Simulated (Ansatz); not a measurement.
# Quasiparticle gap of RbSb4F13 (I4/m), part 4 of 4

How far does one-shot GW move the PBE gap of RbSb4F13 (I4/m)?

Ansatz 0.2.0; PBE, then G0W0 on it, plane waves, PAW. Known limits of the many-body steps: finite bands, screening cutoff and k mesh; no spin-orbit coupling in G0W0; screening cutoff under 40 eV in some runs.

So far. Step 3 (Bands along the symmetry lines): Over mesh and path the gap is 4.737 eV, from k = (-0.750, 0.250, 0.250) to k = (-0.293, -0.293, 0.293). The least direct gap found is 4.803 eV, at k = (-0.750, 0.250, 0.250). On the 4×4×4 mesh alone the same run gives 4.755 eV, so that mesh misses an edge of PBE: 4.755 − 4.737 = +0.018 eV. Step 4 (The quasiparticle correction): Over all 14 irreducible mesh points the G0W0 gap is 7.321 eV, from k = (0.250, 0.250, 0.250) to k = (0.250, 0.250, -0.250).

In doubt: masses and optical values from hybrid runs of this build are listed as unsure (in some of the runs), which bears on the screening that GW takes from such a start.

## 5. Spin-orbit coupling in PBE

This run has two-component orbitals with spin-orbit coupling.

This step: DFT, PBE with spin-orbit coupling, plane waves, PAW; PAW set soft_1.

input.yaml reads:

```yaml
crystal:
  lattice:
    - [-4.8175, 4.8175, 3.2815]
    - [4.8175, -4.8175, 3.2815]
    - [4.8175, 4.8175, -3.2815]
  atoms:
    - { symbol: Rb, position: [0.5, 0.5, 0.0] }
    - { symbol: Sb, position: [0.0063970689, 0.2770921314, 0.2834892002] }
    - { symbol: Sb, position: [0.2770921314, 0.9936029311, 0.2706950625] }
    - { symbol: Sb, position: [0.9936029311, 0.7229078686, 0.7165107998] }
    - { symbol: Sb, position: [0.7229078686, 0.0063970689, 0.7293049375] }
    - { symbol: F, position: [0.0, 0.0, 0.0] }
    - { symbol: F, position: [0.5614796371, 0.8766087358, 0.4380883729] }
    - { symbol: F, position: [0.8766087358, 0.4385203629, 0.3151290987] }
    - { symbol: F, position: [0.4385203629, 0.1233912642, 0.5619116271] }
    - { symbol: F, position: [0.1233912642, 0.5614796371, 0.6848709013] }
    - { symbol: F, position: [0.4300990428, 0.3344864191, 0.3207384218] }
    - { symbol: F, position: [0.3344864191, 0.0137479972, 0.9043873762] }
    - { symbol: F, position: [0.0137479972, 0.109360621, 0.6792615782] }
    - { symbol: F, position: [0.109360621, 0.4300990428, 0.0956126238] }
    - { symbol: F, position: [0.5699009572, 0.6655135809, 0.6792615782] }
    - { symbol: F, position: [0.6655135809, 0.9862520028, 0.0956126238] }
    - { symbol: F, position: [0.9862520028, 0.890639379, 0.3207384218] }
    - { symbol: F, position: [0.890639379, 0.5699009572, 0.9043873762] }
kpoints:
  mp_grid: { grid: [4, 4, 4] }
  band_path:
    path:
      - [0.0, 0.0, 0.0]
      - [-0.5, 0.5, 0.0]
      - [-0.5, 0.5, 0.5]
      - [-0.36599556, -0.36599556, 0.36599556]
      - [-0.63400444, 0.36599556, 0.63400444]
      - [-0.75, 0.25, 0.25]
      - [-0.5, 0.0, 0.5]
      - [-0.292796448, -0.292796448, 0.292796448]
    npoints: 1
hamiltonian:
  xc: pbe
  pseudopotentials: { kind: paw_fr, azcp: { folder: soft_1 } }
scf:
  occupations: { method: fixed }
  n_extra_bands: 20
magnetization:
  noncollinear: true
  spin_orbit: true
output:
  eigenvalues: true
  forces: true
  stress: true
  write_density: true
  write_potential: true
  elf: true
  volumetric_format: npy
```

Launch:

```
> ansatz run input.yaml --threads 2 --pin off --max-ram 92160MiB --backend cuda --events-out ev --progress --plain --runs-dir out --devices 1 --max-vram 13GiB
```

Numbers of over 12 decimals in the logs are rounded to 6 here.

Log:

```text
[...]
GPUs: using 1 of 1 available (devices: 1).
[...]
non-collinear run that drives no moment, with spin-orbit: no starting moment large enough to seed its density (crystal.atoms[].spin), no starting occupations that ask for one, no magnetisation constraint and no magnetic field, so the semilocal B_xc is pinned to zero
[...]
GPU FFT provider: cuFFT
GPU libraries: cuBLAS 13.8.2, cuFFT 12.4.0, cuSOLVER 12.3.4
Crystal: 18 atoms, lattice volume = 304.632 Å³
Basis set: ecut = 420 eV, 5959 PW (Γ), exchange–correlation on 108×108×108 points (8 copies of the dense FFT grid, shifted against one another)
Bands: 180, of which v1, the nominal top of the filled ones, is band 160 counted from 1 (159 counted from 0)
Symmetry: 8 space group operations + 8 with time reversal
[...]
k-points: 14 of 64
Projection manifold: j_resolved (fully-relativistic pseudo-atomic orbitals)
[...]
GPU buffer pool allocated for 157464 grid points (all kernels)
[...]
SCF iter   1: F=—  HF=-39738.745177 eV  |F-HF|=—  |Δ(HF+E_count)|=         —  Δρ=9.68e-2  dr2=2.54e1  dr2_m=0.00e0 (ungated)  ethr=3.10e-3  |M|=0.00e0 ∫|m|=0.00e0 μB  |m|>n=0.0e0 m-floor=0.0e0 τ_xc=0.0e0  β_m=0.30  ⟨swp⟩=4.9  Hψ=5553  notcnv=0  defer=214
[...]
spin=Noncollinear: Resta preconditioning applied to the charge; magnetization (m_x, m_y, m_z) channels mix plain (no charge-response kernel on spin).
[...]
site 16: m = (+0.0000, +0.0000, +0.0000) μB, |m| = 0.0000 μB  (R = 0.81 Å)
  site 17: m = (+0.0000, +0.0000, +0.0000) μB, |m| = 0.0000 μB  (R = 0.81 Å)
Free energy (F): -39730.329044 eV
[...]
Internal energy: -39730.329044 eV  (E = F + TS)
E sigma→0 (E₀):  -39730.329044 eV
Fermi energy:    2.884006 eV
[...]
--- Forces (eV/Å), atoms counted from 1 ---
  atom   1  Rb     0.00000000     0.00000000    -0.00000000
  atom   2  Sb     0.00731648    -0.02004278    -0.00000000
  atom   3  Sb     0.02004278     0.00731648     0.00000000
  atom   4  Sb    -0.00731648     0.02004278    -0.00000000
  atom   5  Sb    -0.02004278    -0.00731648     0.00000000
  atom   6  F      0.00000000    -0.00000000     0.00000000
  atom   7  F      0.00993468     0.00976303     0.00000000
  atom   8  F     -0.00976303     0.00993468     0.00000000
[...]
atom  15  F      0.00576515    -0.00099377     0.00083870
  atom  16  F      0.00099377     0.00576515     0.00083870
  atom  17  F     -0.00576515     0.00099377     0.00083870
  atom  18  F     -0.00099377    -0.00576515     0.00083870
  max |Σ_I F_I| component: 4.34e-18 eV/Å
--- Stress (GPa, compression-positive) ---
        1.989022      -0.000000      -0.000000
        0.000000       1.989022       0.000000
       -0.000000       0.000000       0.946284
  P = ⅓ Tr σ = 1.6414 GPa (16.414 kbar)
--- Band table (eV; the first three rows and the last of 14) ---
  k-point 0: bands = [... 156 lower, 2.7995, 2.7995, 2.8100, 2.8100, 7.8786, 7.8786, 8.3318, 8.3318, ... 16 higher]
  k-point 1: bands = [... 156 lower, 2.7185, 2.7185, 2.8454, 2.8454, 7.9211, 7.9211, 8.1739, 8.1739, ... 16 higher]
  k-point 2: bands = [... 156 lower, 2.6698, 2.6698, 2.8702, 2.8702, 8.0368, 8.0368, 8.0841, 8.0841, ... 16 higher]
  k-point 13: bands = [... 156 lower, 2.7356, 2.7356, 2.8069, 2.8069, 7.7920, 7.7920, 7.8318, 7.8318, ... 16 higher]
[key lines of the parts left out:]
SCF converged after 12 iterations
Magnetization: |M| = 0.0000 μB,  M = (+0.0000, +0.0000, +0.0000) μB
```

Wall time 12 s (1 × NVIDIA H100 80GB HBM3 (shared by 6 runs) with 2 threads of AMD EPYC 7R13 (Zen 3), shared host); peak memory 1.8 GiB.

This step gave:

```
pressure             : 1.641 GPa
gap                  : 4.697 eV
valence top at       : P
conduction bottom at : k = (-0.293, -0.293, 0.293)
least direct gap     : 4.757 eV
```

Over mesh and listed points the gap is 4.697 eV, from k = (-0.750, 0.250, 0.250) to k = (-0.293, -0.293, 0.293). The least direct gap found is 4.757 eV, at k = (-0.750, 0.250, 0.250). On the 4×4×4 mesh alone the same run gives 4.713 eV, so that mesh misses an edge of PBE+SOC: 4.713 − 4.697 = +0.016 eV. PBE+SOC against PBE: 4.697 − 4.737 = −0.040 eV, with the same mesh, set of files (read in its fully relativistic form for the spin-orbit run) and cutoff, and both edges at the same k points. The spin-orbit run sees mesh and listed points alone, so its gap is an upper bound: the coupling can move an edge off these points, and the change over the zone, its sign included where it is small, is not known.

## 6. Side by side

Each gap is the least one over the points named; times are wall times on shared hosts, not benchmarks. A G0W0 time includes the run's own self-consistent start. Runs with listed points see these and the mesh alone, so an edge that moves elsewhere is missed. Rows marked * are further runs, not shown as steps, whose inputs differ from the G0W0 step on the same start in the columns given; solver thresholds can differ too. Symmetry makes (-0.750, 0.250, 0.250) and (0.250, 0.250, 0.250) one point.

```
    level   mesh       files, cutoff     bands summed, screening                          points  gap (eV)             valence top        conduction bottom  least direct gap (eV)     time
      PBE  4×4×4  soft_1 PAW, 420 eV                           -                   mesh and path     4.737  (-0.750, 0.250, 0.250)  (-0.293, -0.293, 0.293)                  4.803    7.6 s
  PBE+SOC  4×4×4  soft_1 PAW, 420 eV                           -          mesh and listed points     4.697  (-0.750, 0.250, 0.250)  (-0.293, -0.293, 0.293)                  4.757     12 s
G0W0@PBE*  4×4×4  soft_1 PAW, 420 eV                  248, 39 eV  all 14 irreducible mesh points     7.470   (0.250, 0.250, 0.250)   (0.250, 0.250, -0.250)                  7.553     40 s
G0W0@PBE*  4×4×4  soft_1 PAW, 420 eV                  556, 78 eV  all 14 irreducible mesh points     7.298   (0.250, 0.250, 0.250)   (0.250, 0.250, -0.250)                  7.326     96 s
 G0W0@PBE  4×4×4  soft_1 PAW, 420 eV                1105, 130 eV  all 14 irreducible mesh points     7.321   (0.250, 0.250, 0.250)   (0.250, 0.250, -0.250)                  7.347  5.2 min
G0W0@PBE*  2×2×2  soft_1 PAW, 420 eV                  556, 78 eV   all 4 irreducible mesh points     7.427  (0.000, 0.000, -0.500)   (0.000, -0.500, 0.000)                  7.484     11 s
G0W0@PBE*  4×4×4  soft_1 PAW, 420 eV  1105, 130 eV, plasmon pole  all 14 irreducible mesh points     7.375   (0.250, 0.250, 0.250)   (0.250, 0.250, -0.250)                  7.388  8.6 min
```

## 7. What came out

```
PBE gap over mesh and path                       : 4.737 eV, from k = (-0.750, 0.250, 0.250) to k = (-0.293, -0.293, 0.293)
G0W0@PBE gap over all 14 irreducible mesh points : 7.321 eV, from k = (0.250, 0.250, 0.250) to k = (0.250, 0.250, -0.250)
PBE+SOC gap over mesh and listed points          : 4.697 eV
GW settings                                      : 4×4×4 mesh, 1025 empty bands, screening to 130 eV, PAW set soft_1 files
known limits                                     : finite bands, screening cutoff and k mesh; no spin-orbit coupling in G0W0; screening cutoff under 40 eV in some runs
```

In words: Over all 14 irreducible mesh points the G0W0 gap is 7.321 eV, from k = (0.250, 0.250, 0.250) to k = (0.250, 0.250, -0.250). The PBE gap of this run on the mesh is 4.755 eV. The two states that bound the G0W0 gap lie that far apart at the start, so the correction of the gap is 7.321 − 4.755 = +2.566 eV. The valence state moves by 1.447 − 2.887 = −1.440 eV and the conduction state by 8.768 − 7.642 = +1.126 eV, on the run's own scale; with 248 bands the edge states move by −1.295 and +1.420 eV, so the split between the edges depends on the bands and cutoff. Over mesh and path, PBE puts the conduction bottom at k = (-0.293, -0.293, 0.293), where no G0W0 correction was computed. The G0W0 gap over the whole zone is therefore not known from this run; at its settings it can only be equal to or under the 7.321 eV found, and no correction is carried over from another point. For the start itself the gap is 4.737 eV over mesh and path and 4.755 eV on the mesh of the G0W0 run. From 248 bands and 39 eV to 1105 bands and 130 eV the gap moves by 7.321 − 7.470 = −0.149 eV (rung by rung 7.470, 7.298, 7.321 eV); bands and screening cutoff rise together, so their parts are not told apart. The gap turns back along the series (7.470, 7.298, 7.321 eV), so no line is drawn and the limit is not known. With the 2×2×2 mesh in place of the 4×4×4 mesh and all else as in the G0W0@PBE row with 556 bands, the gap differs by 7.427 − 7.298 = +0.129 eV, and that of the start by 4.887 − 4.755 = +0.132 eV; an edge lies at another k point, so this need not be the shift of one pair of states. With the plasmon pole model in place of the contour deformation model and all else as in the G0W0@PBE row with 1105 bands, the gap differs by 7.375 − 7.321 = +0.054 eV. G0W0 on other starts in this series, not shown as steps and not all at these settings: 8.056 eV on HSE06 (4×4×4, soft_1 PAW, 1105 bands, 130 eV). PBE+SOC against PBE: 4.697 − 4.737 = −0.040 eV, with the same mesh, set of files (read in its fully relativistic form for the spin-orbit run) and cutoff, and both edges at the same k points. The spin-orbit run sees mesh and listed points alone, so its gap is an upper bound: the coupling can move an edge off these points, and the change over the zone, its sign included where it is small, is not known. What spin-orbit coupling does to the G0W0 levels was not computed, so no sum with the G0W0 gap is formed. The G0W0 runs are scalar-relativistic. G0W0 is shown with one set of atomic data (soft_1 PAW), so the error from the files is not known here. A screening cutoff under 40 eV is crude: G0W0@PBE with 248 bands at 39 eV.

[Paths, hosts, dates, memory and timing lines, banners, echoed tables and standing remarks are left out of the program output.]

[Logs are printed without paths, hosts, clocks, repeated set-up lines and the standing remarks that a program may print on its own settings, such as how far it seeks lower states.]

[Runs of the session that timed out or met a known fault of the program may be left out.]

[Cells called generated may have been cut or substituted from an entry of the Crystallography Open Database or the Materials Project.]

[Hosts, paths, dates, database ids (printed as entryN), source tags and the programs' standing remarks are cut or masked in the printed files.]

[Where an RPA ε∞ is given, it is that of the G0W0 mesh and is not shown converged in it. Names of k-points follow the symmetry that the program found, which can be lower than the space group named. Band edges on a path are those of the sampled points; other points can move an edge, and change direct to indirect where valleys lie close.]

[Hybrid gaps are those of their k-mesh and are not shown converged in it.]
